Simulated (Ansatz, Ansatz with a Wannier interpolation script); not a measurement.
# Settings in Wannier-interpolated G0W0: As (buckled honeycomb monolayer), part 2 of 2

How do the Wannier model and the GW settings move the interpolated bands of As (buckled honeycomb monolayer)?

Ansatz 0.2.0; maximally localised Wannier functions, PBEsol, plane waves, PAW. Known limits of the many-body steps: not at the basis limit; no spin-orbit coupling.

So far. Step 3 (Wannier model on 12×12×1): Near the gap the model misses directly solved bands by 1.1 meV r.m.s. and by 4 meV at most in the window tested. This tests the starting bands, not the corrections carried with them.

### Step 4. A faulty Wannier input

File input.yaml:

```yaml
crystal:
  lattice:
    - [3.5443795165, 0.0, 0.0]
    - [-1.7721897582, 3.0695227019, 0.0]
    - [0.0, 0.0, 26.0]
  atoms:
    - { symbol: As, position: [0.3333333333, 0.6666666667, 0.4732891036] }
    - { symbol: As, position: [0.6666666667, 0.3333333333, 0.5267108964] }
  periodic: [true, true, false]
kpoints:
  mp_grid: { grid: [12, 12, 1] }
hamiltonian:
  xc: pbesol
scf:
  occupations: { method: fixed }
  n_extra_bands: 138
output:
  wannier:
    kmesh: [12, 12, 1]
    projections: [{ species: As, l: p, shell: 4 }]
    minimise: true
    write_hr: true
    seedname: w
    conv_tol: 1.0e-07
    max_iter: 4000
    disentanglement:
      window: [-10.14, 1.18]
      frozen_window: [-10.14, 0.68]
      conv_tol: 1.0e-08
```

Run with:

```bash
$ ansatz run input.yaml --threads 12 --pin off --max-ram 27648MiB --backend cpu --events-out ev --progress --plain --runs-dir out
```

Numbers of over 12 decimals in the logs are rounded to 6 here.

Log:

```text
scf.n_extra_bands = 138 over 15 filled bands (N_el = 30.0): the run solves 153 bands
Engine: ansatz 0.2.0, aarch64-unknown-linux-gnu
Pseudopotentials: kind: paw
Pseudopotential: As, paw, valence charge 15, recommended cutoff 420 eV (normal), As.paw.azcp
Functional definition: PBEsol
  exchange = pbesol_x
  correlation = pbesol_c
Crystal: 2 atoms, lattice volume = 282.868 Å³
Basis set: ecut = 420 eV, 5469 PW (Γ)
Bands: 153, of which v1, the nominal top of the filled ones, is band 15 counted from 1 (14 counted from 0)
Symmetry: 12 space group operations
Space group: P-3m1 (ITA 164), of the structure as read, at distance tolerance 6.6e-5 Å
k-points: 19 of 144
Non-local potential: As, projectors of the file, l = 0: 2, l = 1: 2, l = 2: 3, l = 3: 1
PAW form: soft (Blöchl's): semilocal exchange-correlation on the pseudo side does not see the compensation charge
PAW frozen core: As, regenerated for the run's functional, and the local potential with it (the file was generated under x = pbe(κ = 0.804, μ = 0.219515), c = pbe(β = 0.066725))
PAW one-centre angular grid: As, 590 points (default); XC on 64 Gauss nodes
Initial density: superposition of atomic densities (neutral atoms: chi_scale 0, normalization atom), corrected by the library's trained network
Initial wavefunctions: pseudopotential atomic-orbital guess
Functional: x = pbesol(κ = 0.804, μ = 0.123457), c = pbesol(β = 0.046)
SCF iter   1: F=—  HF=-9625.849965 eV  |F-HF|=—  |Δ(HF+E_count)|=         —  Δρ=1.11e-3  dr2=4.10e-3  ethr=1.77e-3  ⟨swp⟩=4.5  Hψ=10115  notcnv=0  defer=2555
[...]
Internal energy: -9625.849478 eV  (E = F + TS)
E sigma→0 (E₀):  -9625.849478 eV
Fermi energy:    -5.304374 eV
--- Per-component energies (eV) ---
  E_band       = -916.850960
  E_kinetic    = 204.945020
  E_local      = -44881.394784  (includes V_loc(G=0)·N_el)
  E_nonlocal   = -1336.804336
  E_hartree    = 22394.901250
  E_xc         = -156.718089
  E_vxc        = -157.427106  (∫ρ·V_xc dr)
  E_paw        = -3584.833085  (= ΣΔE_a)
  E_vpaw       = 464.027181  (= ΣTr[D̂ρ^β])
  E_aug_tail   = 0.000014  (compensation charges beyond the density's cutoff)
  E_ewald      = 17732.121675
  E_core_change = 1.932857  (= ΣΔE_core)
  E_smearing   = -0.000000  (= −TS)
  E_closure    = 0.000000  (closes the sum)
  Σ components = -9625.849478   (vs F -9625.849478, Δ=0.00e0)
--- Band table (eV; the first three rows and the last of 19) ---
  k-point 0: bands = [... 11 lower, -12.6661, -6.0670, -5.3044, -5.3044, -3.2166, -1.7608 (-1.7608°), -1.7608 (-1.7608°), -0.4695 (-0.4747°), ... 134 higher]
  k-point 1: bands = [... 11 lower, -12.6414, -6.2505, -6.0149, -5.5279, -2.6181, -1.8496 (-1.8496°), -1.5340 (-1.5340°), -0.3276 (-0.3334°), ... 134 higher]
  k-point 2: bands = [... 11 lower, -12.6153, -7.6694, -6.0185, -5.8951, -3.0678, -1.0980 (-1.0980°), -1.0943 (-1.0944°), 0.0206 (0.0147°), ... 134 higher]
  k-point 18: bands = [... 11 lower, -15.4265, -9.9900, -7.4651, -7.4651, -3.5174, -0.7436, -0.7436, 2.7554, ... 134 higher]
  ° read free of the cell's end (the report's vacuum.weakly_bound_levels)
  °? not known for the slab's own: over its row's bound_up_to_ev there, or no deeper under its free states than its continued_xc_part_ev in size
WARN: one of the run's output files is refused, and neither it nor the files that depend on it are written in full: <dir> frozen window holds 9 > num_wann = 6 bands at ik = 0 (ik counts from 0, the k-points of the .win, .mmn and .eig files from 1)
Error: <dir> frozen window holds 9 > num_wann = 6 bands at ik = 0 (ik counts from 0, the k-points of the .win, .mmn and .eig files from 1)
[key lines of the parts left out:]
SCF converged after 6 iterations
Free energy (F): -9625.849478 eV
```

Run time: 23 s. Hardware: 12 threads of Arm Neoverse V2, shared host; peak memory 2.6 GiB.

The run ended with an error after its SCF cycle had converged; no result of it is taken.

The program's message: “Error: <dir> frozen window holds 9 > num_wann = 6 bands at ik = 0 (ik counts from 0, the k-points of the .win, .mmn and .eig files from 1)”

The fault put into this input: a frozen window with more states than functions.

### Step 5. G0W0: 12×12×1 mesh, 459 empty bands, screening to 80 eV

G0W0 replaces the xc potential by the self-energy, built once from these orbitals. Only a window of levels is corrected, while the sums run over the empty bands that the input names.

This step: G0W0 on PBEsol, plane waves, PAW.

input.yaml, the sections that differ from step 4:

```yaml
scf:
  occupations: { method: fixed }
gw:
  n_empty_bands: 459
  ecut_chi: 80.0
  qp_bands: [v3, c2]
  screening: { model: contour_deformation }
# crystal, kpoints, hamiltonian: as in step 4
# output: removed
```

Log:

```text
[...]
Crystal: 2 atoms, lattice volume = 282.868 Å³
Basis set: ecut = 420 eV, 5469 PW (Γ)
Bands: 19, of which v1, the nominal top of the filled ones, is band 15 counted from 1 (14 counted from 0)
Symmetry: 12 space group operations
[...]
k-points: 19 of 144
[...]
1    15     -5.5279   -16.1953     0.6475   -15.0581  0.7447    -6.0227    -6.0175  root
[...]
18    14     -7.4651   -15.8578     1.8446   -13.4039  0.6947    -8.0939    -8.0743  root
    18    15     -7.4651   -15.8578     1.8446   -13.4039  0.6947    -8.0939    -8.0743  root
    18    16     -3.5174    -7.5806    -3.1813   -11.2790  0.7481    -2.9937    -3.0004  root
    18    17     -0.7436    -7.6727    -4.0953   -12.3201  0.7113    -0.1851    -0.1915  root
[key lines of the parts left out:]
SCF converged after 6 iterations
Free energy (F): -9625.849478 eV
Fermi energy:    -5.304389 eV
```

It took 11 min on 12 threads; peak memory 6.2 GiB.

The G0W0 gap on the mesh is 2.478 eV.

### Step 6. G0W0: 6×6×1 mesh, 459 empty bands, screening to 80 eV

Edit input.yaml of step 5 so:

```diff
@@ -10,3 +10,3 @@
 kpoints:
-  mp_grid: { grid: [12, 12, 1] }
+  mp_grid: { grid: [6, 6, 1] }
 hamiltonian:
```

Log:

```text
[...]
Crystal: 2 atoms, lattice volume = 282.868 Å³
Basis set: ecut = 420 eV, 5469 PW (Γ)
Bands: 19, of which v1, the nominal top of the filled ones, is band 15 counted from 1 (14 counted from 0)
Symmetry: 12 space group operations
[...]
k-points: 7 of 36
[...]
1    15     -5.8820   -14.0987     1.3311   -12.1195  0.7168    -6.5455    -6.5300  root
[...]
6    14     -7.4493   -15.8561     1.9090   -13.4013  0.6879    -8.0131    -7.9951  root
     6    15     -7.4493   -15.8561     1.9090   -13.4013  0.6879    -8.0131    -7.9951  root
     6    16     -3.5016    -7.5580    -3.2672   -11.2737  0.7377    -3.0472    -3.0531  root
     6    17     -0.7300    -7.6734    -4.1398   -12.3109  0.6989    -0.2411    -0.2323  root
[key lines of the parts left out:]
SCF converged after 6 iterations
Free energy (F): -9625.821920 eV
Fermi energy:    -5.284690 eV
```

Wall time 57 s (12 threads); peak memory 3.9 GiB; 10 min of CPU time.

The G0W0 gap on the mesh is 2.373 eV.

### Step 7. G0W0: 12×12×1 mesh, 213 empty bands, screening to 48 eV, plasmon pole

input.yaml, the sections that differ from step 6:

```yaml
kpoints:
  mp_grid: { grid: [12, 12, 1] }
gw:
  n_empty_bands: 213
  ecut_chi: 48
  qp_bands: [v3, c2]
  screening: { model: godby_needs }
# crystal, hamiltonian, scf: as in step 6
```

Log:

```text
[...]
Crystal: 2 atoms, lattice volume = 282.868 Å³
Basis set: ecut = 420 eV, 5469 PW (Γ)
Bands: 19, of which v1, the nominal top of the filled ones, is band 15 counted from 1 (14 counted from 0)
Symmetry: 12 space group operations
[...]
k-points: 19 of 144
[...]
1    15     -5.5279   -16.1953     0.9287   -15.0581  0.7793    -5.7367    -5.7364  root
[...]
18    14     -7.4651   -15.8578     1.9457   -13.4039  0.7611    -7.9759    -7.9733  root
    18    15     -7.4651   -15.8578     1.9457   -13.4039  0.7611    -7.9759    -7.9733  root
    18    16     -3.5174    -7.5806    -3.0737   -11.2790  0.7827    -2.8884    -2.8928  root
    18    17     -0.7436    -7.6727    -3.8359   -12.3201  0.7705     0.0742     0.0678  root
[key lines of the parts left out:]
SCF converged after 6 iterations
Free energy (F): -9625.849478 eV
Fermi energy:    -5.304389 eV
```

Elapsed: 2.5 min, on 12 threads; peak memory 2.6 GiB; 28 min of CPU time.

The G0W0 gap on the mesh is 2.309 eV.

### Step 8. Interpolated results

Times are wall times on 12 threads of Arm Neoverse V2, shared host, good to a factor of about two.

```csv
GW mesh,empty bands,cutoff (eV),frequency,gap on mesh (eV),gap over zone (eV),direct gap (eV),valence width (eV),GW time
12×12×1,459,80,contour deformation,2.478,2.472,3.303,4.779,11 min
6×6×1,459,80,contour deformation,2.373,2.345,3.114,4.773,57 s
12×12×1,213,48,plasmon pole,2.309,2.305,3.223,5.095,2.5 min
```

### Step 9. What came out

```yaml
12x12x1_mesh_459_empty_bands_screening_to_80_ev: 2.47 eV
6x6x1_mesh_459_empty_bands_screening_to_80_ev: 2.35 eV
12x12x1_mesh_213_empty_bands_screening_to_48_ev_plasmon_pole: 2.31 eV
```

What this shows: The largest change, −0.17 eV in the gap over the zone, comes with 12×12×1 mesh, 213 empty bands, screening to 48 eV, plasmon pole. The first run is a reference, not a converged one, and where a row moves several settings no single cause can be named. Rows on another GW mesh add that mesh's corrections to the bands of the one model. Coarser Wannier mesh (12×12×1): the miss near the gap goes from under 1 (the model on 24×24×1) to 1 meV and the total spread from 19.8 to 19.2 Å². With 6×6×1 mesh, 459 empty bands, screening to 80 eV the gap over the zone moves by −0.13 eV and that on the mesh by −0.10 eV. With 12×12×1 mesh, 213 empty bands, screening to 48 eV, plasmon pole the gap over the zone moves by −0.17 eV and that on the mesh by −0.17 eV. Gaps over the zone and on the mesh differ where an edge lies off the mesh, or where a GW run starts from another density: the starting gap over the zone is 1.474 eV, on the GW meshes it is 1.486 eV and 1.481 eV. The many-body steps are scalar-relativistic: spin-orbit coupling is not in them.

[Paths, hosts, dates, memory and timing lines, banners, echoed tables and standing remarks are left out of the program output.]

[Logs are printed without paths, hosts, clocks, repeated set-up lines and the standing remarks that a program may print on its own settings, such as how far it seeks lower states.]

[Runs of the session that timed out or met a known fault of the program may be left out.]

[Hosts, paths, dates, database ids (printed as entryN), source tags and the programs' standing remarks are cut or masked in the printed files.]
